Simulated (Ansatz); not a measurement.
# O on W(110): change of the work function, part 2 of 2

Wanted: Δφ(θ) for O/W(110), starting from the hollow site.

Ansatz 0.2.0; plane-wave DFT, PBE, Ansatz PAW.

So far, work function, upper face (eV): step 2 (the clean slab) 4.84; step 3 (37 atoms, coverage 0.111 ML, cell 3x3) 4.86.

### Step 4. Adsorbate added, k-mesh 6×6×1, coverage 0.25 ML

System of this step: W16O (O/W(110)). The cell holds 17 atoms: 16 W and 1 O. Cell: a = 5.473 Å, b = 5.473 Å, c = 26.490 Å, α = 90.0°, β = 90.0°, γ = 70.5°. Vacuum lies along c.

Another coverage, to see how the dipoles act on each other as their distance changes.

File input.yaml:

```yaml
crystal:
  lattice:
    - [4.468914857, -3.16, 0.0]
    - [4.468914857, 3.16, 0.0]
    - [0.0, 0.0, 26.4895793065]
  atoms:
    - { symbol: W, position: [0.0, 0.0, 0.3397562451] }
    - { symbol: W, position: [0.25, 0.25, 0.4241085636] }
    - { symbol: W, position: [0.0, 0.0, 0.5098907966] }
    - { symbol: W, position: [0.25, 0.25, 0.5926466932] }
    - { symbol: W, position: [0.0, 0.5, 0.3397562451] }
    - { symbol: W, position: [0.25, 0.75, 0.4241085636] }
    - { symbol: W, position: [0.0, 0.5, 0.5098907966] }
    - { symbol: W, position: [0.25, 0.75, 0.5926466932] }
    - { symbol: W, position: [0.5, 0.0, 0.3397562451] }
    - { symbol: W, position: [0.75, 0.25, 0.4241085636] }
    - { symbol: W, position: [0.5, 0.0, 0.5098907966] }
    - { symbol: W, position: [0.75, 0.25, 0.5926466932] }
    - { symbol: W, position: [0.5, 0.5, 0.3397562451] }
    - { symbol: W, position: [0.75, 0.75, 0.4241085636] }
    - { symbol: W, position: [0.5, 0.5, 0.5098907966] }
    - { symbol: W, position: [0.75, 0.75, 0.5926466932] }
    - { symbol: O, position: [0.42, 0.42, 0.6602437549] }
kpoints:
  mp_grid: { grid: [6, 6, 1] }
hamiltonian:
  xc: pbe
scf:
  occupations: { method: fermi_dirac, width: 0.1 }
  convergence: { dr2_threshold: 1.0e-08 }
efield:
  axis: 3
  dipole_correction: true
  ramp_position: 0.97
  ramp_width: 0.06
relax:
  f_tol: 0.02
  max_steps: 60
  constraints: [{ sites: [0, 1, 4, 5, 8, 9, 12, 13] }]
output:
  dos: { projected: true, e_range: [-8, 4] }
  write_potential: true
  write_density: true
  volumetric_format: npy
  elf: true
```

Run with:

```sh
$ ansatz run input.yaml --threads 4 --pin off --max-ram 16384MiB --backend cpu --events-out ev --progress --plain --runs-dir out
```

Run time: 5.9 min. Hardware: 4 threads of Arm Neoverse V1, shared host; peak memory 2.8 GiB.

The steps of the relaxation:

```
step  energy less that of the first step (eV)  largest force component (eV/Å)
   1                                   0.0000                          4.8012
   2                                  -1.1165                          3.5478
   3                                  -1.6705                          1.2068
   4                                  -1.8126                          0.3638
   5                                  -1.8217                          0.1292
   6                                  -1.8227                          0.1238
   7                                  -1.8250                          0.0161
```

The run keeps the 2 symmetry operations that the program found, so distortions that break them were not tested.

The atoms that moved most (Å):

```
atom      dx      dy      dz  length
 O17   0.159   0.000  -0.555   0.577
 W16   0.122   0.000  -0.058   0.135
  W8   0.026   0.004   0.061   0.067
 W12   0.026  -0.004   0.061   0.067
  W4  -0.046   0.000   0.023   0.052
  W3   0.020   0.000  -0.033   0.039
 W11   0.007   0.005   0.011   0.014
  W7   0.007  -0.005   0.011   0.014
```

Final coordinates:

```cif
data_structure
_symmetry_space_group_name_H-M 'P 1'
_symmetry_Int_Tables_number 1
_cell_length_a 5.4733
_cell_length_b 5.4733
_cell_length_c 26.4896
_cell_angle_alpha 90.000
_cell_angle_beta 90.000
_cell_angle_gamma 70.529
_cell_volume 748.16
loop_
_atom_site_label
_atom_site_type_symbol
_atom_site_fract_x
_atom_site_fract_y
_atom_site_fract_z
_atom_site_occupancy
W1 W 0.00000 0.00000 0.33976 1
W2 W 0.25000 0.25000 0.42411 1
W3 W 0.00227 0.00227 0.50865 1
W4 W 0.24481 0.24481 0.59350 1
W5 W 0.00000 0.50000 0.33976 1
W6 W 0.25000 0.75000 0.42411 1
W7 W 0.00160 0.49995 0.51030 1
W8 W 0.25223 0.75358 0.59496 1
W9 W 0.50000 0.00000 0.33976 1
W10 W 0.75000 0.25000 0.42411 1
W11 W 0.49995 0.00160 0.51030 1
W12 W 0.75358 0.25223 0.59496 1
W13 W 0.50000 0.50000 0.33976 1
W14 W 0.75000 0.75000 0.42411 1
W15 W 0.50070 0.50070 0.51014 1
W16 W 0.76368 0.76368 0.59045 1
O17 O 0.43775 0.43775 0.63929 1
```

Read from the output:

```
energy at zero smearing        : -166714.7653 eV
work function, upper face      : 4.797 eV
work function, lower face      : 4.917 eV
dipole along the normal        : 0.01880 e·Å
step between the vacuum levels : -0.1205 eV
```

The density of states has structure finer than the step of the table below, so its rows give means over 0.5 eV. Peaks (eV: height): -3.10: 25.6, -2.92: 31.4, -2.83: 25.6, -2.74: 28.0, -2.44: 27.8, -2.02: 32.4, -1.47: 24.3.

The density of states by energy, zero at the Fermi level; means over each step:

energy (eV), density of states (states/eV a cell) and a bar:
```
     -7.5        1.9 
     -7.0        3.0 ##
     -6.5        7.1 ########
     -6.0       10.2 ############
     -5.5       10.5 #############
     -5.0       11.8 ###############
     -4.5       16.0 #####################
     -4.0       11.5 ##############
     -3.5       13.8 ##################
     -3.0       22.0 ##############################
     -2.5       20.9 ############################
     -2.0       20.9 ############################
     -1.5       19.2 ##########################
     -1.0       12.7 ################
     -0.5       10.3 #############
      0.0       11.3 ##############
      0.5       13.2 #################
      1.0       16.4 ######################
      1.5       19.6 ##########################
```

Projected DOS per atom over height of the atomic layer and energy from the Fermi level. Layers: W4 W4 W4 W4 O from below.

Values in states/eV, 22 rows by 5 columns, each cell a mean:
```
1.09 1.24 1.19 1.14 0.16
1.06 1.05 1.07 1.10 0.18
1.03 0.69 0.69 0.96 0.13
0.98 0.51 0.49 0.82 0.14
0.85 0.43 0.41 0.82 0.13
0.92 0.41 0.39 0.59 0.09
1.23 0.43 0.46 0.97 0.19
1.68 0.84 0.78 1.34 0.28
1.53 1.06 1.09 1.35 0.25
1.21 1.17 1.13 1.23 0.26
1.35 1.54 1.40 1.22 0.26
0.81 1.40 1.57 0.91 0.28
0.52 0.65 0.79 0.62 0.48
0.73 0.82 0.83 0.72 0.45
0.89 1.16 1.07 0.57 0.31
0.47 1.02 0.92 0.46 0.41
0.41 0.81 0.80 0.40 0.96
0.28 0.48 0.46 0.50 2.77
0.14 0.25 0.35 0.60 2.82
0.09 0.15 0.14 0.22 0.67
0.09 0.16 0.17 0.15 0.23
0.03 0.10 0.11 0.05 0.06
```
Columns: height of the atomic layer (Å) from 9 to 16.9 (not evenly spaced); rows upwards: energy from the Fermi level (eV) from -7.96 to 1.84.

Electrostatic potential energy in the ca plane at fractional y = 0.000, with atoms of W within 0.2 Å of it. With pseudopotentials it is smooth inside the atoms' cores, unlike the true potential.

Ten even steps from '0' (-58 eV) to '9' (10 eV), each cell a mean:
```
40003799999851003799999999999999999999999999
63236899899874236899889999999999999999999999
87778998889987778998889999999999999999999999
98889998889998888998889999999999999999999999
87678998889987678898889999999999999999999999
63236899899874225899889999999999999999999999
40003799999851002689999999999999999999999999
30003799999850001689999999999999999999999999
51015899999862013799999999999999999999999999
75457898889986557899889999999999999999999999
98889998889998888998889999999999999999999999
98888998889998888998889999999999999999999999
75457898889985457899889999999999999999999999
51015899999862014799999999999999999999999999
30003799999840002699999999999999999999999999
```
Columns run along c (16.0 Å, from fractional 0.32 to 0.92 of the cell; values clipped at the 3rd and 97th percentile), rows up along a (5.5 Å). Atoms in or near the plane, at fractional coordinates: W at (0.34, 0.00), W at (0.51, 0.00), W at (0.34, 0.50), W at (0.51, 0.50).

ELF in the ca plane at fractional y = 0.000, with atoms of W within 0.2 Å of it. It is the smooth field of the valence electrons, not physical close to the nuclei.

Ten even steps from '0' (0.00) to '9' (0.67), each cell a mean:
```
89587476556469688456666765310000000000000000
48984465456537984366567765310000000000000000
45544665556644544566667775310000000000000000
66555665556765545665567764210000000000000000
45544665556644544565556763100000000000000000
48984465456537995455456653100000000000000000
89587466556459679456556653100000000000000000
98168476566469249556567764200000000000000000
69996465456449997356557775310000000000000000
36763565456534764466557776310000000000000000
65545665556765545676667776420000000000000000
65545665556754545676677775321000000000000000
36763565456535864466667765310000000000000000
69996465456449997366666665310000000000000000
98168476566479259457666664310000000000000000
```
Columns run along c (16.0 Å, from fractional 0.32 to 0.92 of the cell), rows up along a (5.5 Å). Atoms in or near the plane, at fractional coordinates: W at (0.34, 0.00), W at (0.51, 0.00), W at (0.34, 0.50), W at (0.51, 0.50).

Valence density in the ca plane at fractional y = 0.000, with atoms of W within 0.2 Å of it. It is the smooth field of the valence electrons, not physical close to the nuclei.

Values in e/Å³, 8 rows by 16 columns, each cell a mean:
```
2.9 2.4 0.3 0.3 1.3 3.7 0.6 0.3 0.2 0.0 0.0 0.0 0.0 0.0 0.0 0.0
0.5 0.5 0.3 0.4 0.4 0.6 0.3 0.4 0.2 0.0 0.0 0.0 0.0 0.0 0.0 0.0
0.9 0.8 0.3 0.3 0.4 1.2 0.4 0.4 0.2 0.0 0.0 0.0 0.0 0.0 0.0 0.0
3.5 2.9 0.3 0.3 1.5 4.5 0.9 0.3 0.1 0.0 0.0 0.0 0.0 0.0 0.0 0.0
2.9 2.4 0.3 0.3 1.1 3.8 0.7 0.3 0.2 0.0 0.0 0.0 0.0 0.0 0.0 0.0
0.5 0.5 0.3 0.4 0.3 0.6 0.3 0.4 0.2 0.0 0.0 0.0 0.0 0.0 0.0 0.0
0.9 0.8 0.3 0.3 0.5 1.3 0.4 0.4 0.2 0.0 0.0 0.0 0.0 0.0 0.0 0.0
3.5 2.9 0.3 0.3 1.7 4.4 0.8 0.3 0.2 0.0 0.0 0.0 0.0 0.0 0.0 0.0
```
Columns run along c (16.0 Å, from fractional 0.32 to 0.92 of the cell), rows up along a (5.5 Å). Atoms in or near the plane, at fractional coordinates: W at (0.34, 0.00), W at (0.51, 0.00), W at (0.34, 0.50), W at (0.51, 0.50).

The relaxation took 7 steps and lowered the energy by 1.8 eV; the largest force on the free atoms ends at 0.016 eV/Å.

By hand: a sheet of dipoles makes a step −p/(ε₀A) in the electron's potential. With e/ε₀ = 180.95 V·Å, p = 0.01880 e·Å and A = 28.24 Å², that is −180.95 × (0.01880) / 28.24 = -0.120 eV, and the two vacuum levels of the run differ by -0.120 eV.

The covered face has 4.80 eV, -0.05 eV against the clean one; the bare back face has moved by +0.02 eV, a measure of how thin the slab is.

### Step 5. The covered slab, k-mesh 6×6×1, coverage 0.5 ML

System of this step: W8O (O/W(110)). The cell holds 18 atoms: 16 W and 2 O. Cell: a = 5.473 Å, b = 5.473 Å, c = 26.490 Å, α = 90.0°, β = 90.0°, γ = 70.5°. Vacuum lies along c.

input.yaml: that of step 4 with these lines changed.

```diff
@@ -23,2 +23,3 @@
     - { symbol: O, position: [0.42, 0.42, 0.6602437549] }
+    - { symbol: O, position: [0.92, 0.42, 0.6602437549] }
 kpoints:
```

It took 9.5 min on 4 threads; peak memory 3.4 GiB; 37 min of CPU time.

Relaxation path:

```
step  energy less that of the first step (eV)  largest force component (eV/Å)
   1                                   0.0000                          5.5861
   2                                  -2.9291                          3.7578
   3                                  -4.0422                          0.8917
   4                                  -4.2789                          0.4118
   5                                  -4.3180                          0.1302
   6                                  -4.3217                          0.0467
   7                                  -4.3219                          0.0185
```

The run keeps the 2 symmetry operations that the program found, so distortions that break them were not tested.

The atoms that moved most (Å):

```
atom      dx      dy      dz  length
 O17   0.157   0.065  -0.554   0.580
 O18   0.157   0.065  -0.554   0.580
 W16   0.138  -0.014   0.018   0.140
  W8   0.138  -0.014   0.018   0.140
  W4  -0.011   0.011   0.070   0.072
 W12  -0.011   0.011   0.070   0.072
  W3   0.024   0.001  -0.019   0.030
 W11   0.024   0.001  -0.019   0.030
```

Final coordinates:

```xyz
18
Lattice="4.4689 -3.1600 0.0000 4.4689 3.1600 0.0000 0.0000 0.0000 26.4896" Properties=species:S:1:pos:R:3
W     0.0000    0.0000    9.0000
W     2.2345    0.0000   11.2345
W     0.0235    0.0007   13.4880
W     2.2231    0.0108   15.7692
W     2.2345    1.5800    9.0000
W     4.4689    1.5800   11.2345
W     2.2493    1.5778   13.5282
W     4.6069    1.5656   15.7167
W     2.2345   -1.5800    9.0000
W     4.4689   -1.5800   11.2345
W     2.2580   -1.5793   13.4880
W     4.4576   -1.5692   15.7692
W     4.4689    0.0000    9.0000
W     6.7034    0.0000   11.2345
W     4.4838   -0.0022   13.5282
W     6.8414   -0.0144   15.7167
O     3.9107    0.0653   16.9354
O     6.1451   -1.5147   16.9354
```

The density of states has structure finer than the step of the table below, so its rows give means over 0.5 eV. Peaks (eV: height): -3.37: 25.7, -3.07: 27.0, -2.86: 38.7, -2.74: 26.5, -2.29: 25.6, -1.98: 26.3, -1.50: 28.3.

The density of states by energy, zero at the Fermi level; means over each step:

energy (eV), density of states (states/eV a cell) and a bar from the least value:
```
     -7.5        2.8 
     -7.0        6.5 ######
     -6.5        8.3 ########
     -6.0       10.9 ############
     -5.5       12.6 ###############
     -5.0       12.1 ##############
     -4.5       16.6 #####################
     -4.0       10.6 ############
     -3.5       16.1 ####################
     -3.0       22.4 ##############################
     -2.5       20.6 ###########################
     -2.0       20.7 ###########################
     -1.5       19.0 #########################
     -1.0       12.1 ##############
     -0.5        9.4 ##########
      0.0       10.5 ############
      0.5       13.1 ################
      1.0       15.8 ####################
      1.5       19.2 #########################
```

The relaxation took 7 steps and lowered the energy by 4.3 eV; the largest force on the free atoms ends at 0.018 eV/Å.

The covered face has 5.10 eV, +0.26 eV against the clean one; the bare back face has moved by +0.02 eV, a measure of how thin the slab is.

### Step 6. The covered slab, k-mesh 12×12×1, coverage 1 ML

System of this step: W4O (O/W(110)). The cell holds 5 atoms: 4 W and 1 O. Its edges and angles: a = 2.737 Å, b = 2.737 Å, c = 26.490 Å, α = 90.0°, β = 90.0°, γ = 70.5°. Vacuum lies along c.

input.yaml, the sections that differ from step 5:

```yaml
crystal:
  lattice:
    - [2.2344574285, -1.58, 0.0]
    - [2.2344574285, 1.58, 0.0]
    - [0.0, 0.0, 26.4895793065]
  atoms:
    - { symbol: W, position: [0.0, 0.0, 0.3397562451] }
    - { symbol: W, position: [0.5, 0.5, 0.4241085636] }
    - { symbol: W, position: [0.0, 0.0, 0.5098907966] }
    - { symbol: W, position: [0.5, 0.5, 0.5926466932] }
    - { symbol: O, position: [0.84, 0.84, 0.6602437549] }
kpoints:
  mp_grid: { grid: [12, 12, 1] }
relax:
  f_tol: 0.02
  max_steps: 60
  constraints: [{ sites: [0, 1] }]
output:
  write_potential: true
  write_density: true
  volumetric_format: npy
# hamiltonian, scf, efield: as in step 5
```

The job ended after 44 s (4 threads; peak memory 0.6 GiB; 2.9 min of CPU time).

Step by step:

```
step  energy less that of the first step (eV)  largest force component (eV/Å)
   1                                   0.0000                          6.5916
   2                                  -1.9483                          3.2890
   3                                  -2.3018                          1.2866
   4                                  -2.3592                          0.4108
   5                                  -2.3770                          0.0531
   6                                  -2.3777                          0.0109
```

Forces are held to the 2 operations that the program found; a distortion that breaks them can't arise in this run.

The atoms that moved most (Å):

```
atom     dx     dy      dz  length
  O5  0.201  0.000  -0.509   0.547
  W4  0.115  0.000   0.073   0.136
  W3  0.029  0.000   0.008   0.030
```

Final coordinates:

```xyz
5
Lattice="2.2345 -1.5800 0.0000 2.2345 1.5800 0.0000 0.0000 0.0000 26.4896" Properties=species:S:1:pos:R:3
W     0.0000    0.0000    9.0000
W     2.2345    0.0000   11.2345
W     0.0289    0.0000   13.5150
W     2.3492    0.0000   15.7722
O     3.9546    0.0000   16.9808
```

The relaxation took 6 steps and lowered the energy by 2.4 eV; the largest force on the free atoms ends at 0.011 eV/Å.

The covered face has 6.38 eV, +1.53 eV against the clean one; the bare back face has moved by -0.02 eV, a measure of how thin the slab is.

### Step 7. Work function against coverage

This step: plane-wave DFT, PBE, Ansatz PAW; work function against coverage (Ansatz 0.2.0).

The runs are now put side by side.

Numbers from this step:

* work function of the clean face: 4.845 eV
* largest change of the work function: 1.533 eV

The work function of the covered face by coverage:

```
coverage (adsorbates/nm²)  work function of the covered face (eV)
                     0.00                                    4.84
                     1.57                                    4.86
                     3.54                                    4.80
                     7.08                                    5.10
                    14.16                                    6.38
```

The dipole per adsorbate comes from the change of the cell's dipole. Coverage, by row:

```
coverage (1/nm²)  coverage (ML)  work function (eV)  change (eV)  dipole per adsorbate, positive end outwards (debye)  mean height of the added atoms over the highest substrate atom (Å)
           1.573         0.1111               4.863      0.01852                                               -0.024                                                               1.191
           3.541           0.25               4.797     -0.04769                                                 0.05                                                               1.174
           7.081            0.5               5.105       0.2601                                               -0.089                                                               1.166
           14.16              1               6.378        1.533                                               -0.291                                                               1.209
```

### Step 8. Outcome

```yaml
work_function_of_the_clean_face: 4.84 eV
work_function_at_0p11_ml: 4.86 eV
work_function_at_0p25_ml: 4.80 eV
work_function_at_0p5_ml: 5.10 eV
work_function_at_1_ml: 6.38 eV
dipole_per_adsorbate_at_0p11_ml_positive_end_outwards: -0.02 D
```

What this shows: At the lowest coverage O changes the work function of W(110) by under 0.15 eV, within the error of so thin a slab; the largest change, +1.53 eV, comes at higher coverage. The slab has 4 layers, at the tabulated experimental lattice constant, one starting site was run, and quantum-size effects of a slab this thin can reach one or two tenths of an eV.

[Long decimals in the printed logs are rounded to 6 places.]

[Logs are printed without paths, hosts, clocks, repeated set-up lines and the standing remarks that a program may print on its own settings, such as how far it seeks lower states.]

[Hosts, paths, dates, database ids (printed as entryN), source tags and the programs' standing remarks are cut or masked in the printed files.]

[Maps of the electrostatic potential energy from Ansatz leave out the sawtooth potential of an applied field or a dipole correction, so their vacuum need not be flat; planar profiles and work functions include it.]

[The density of states shown here was stored with 400 of the rows of the run's finer table, so its peaks can read low, often by over a quarter, or be missed, and its means over a window can be off by a tenth or more.]
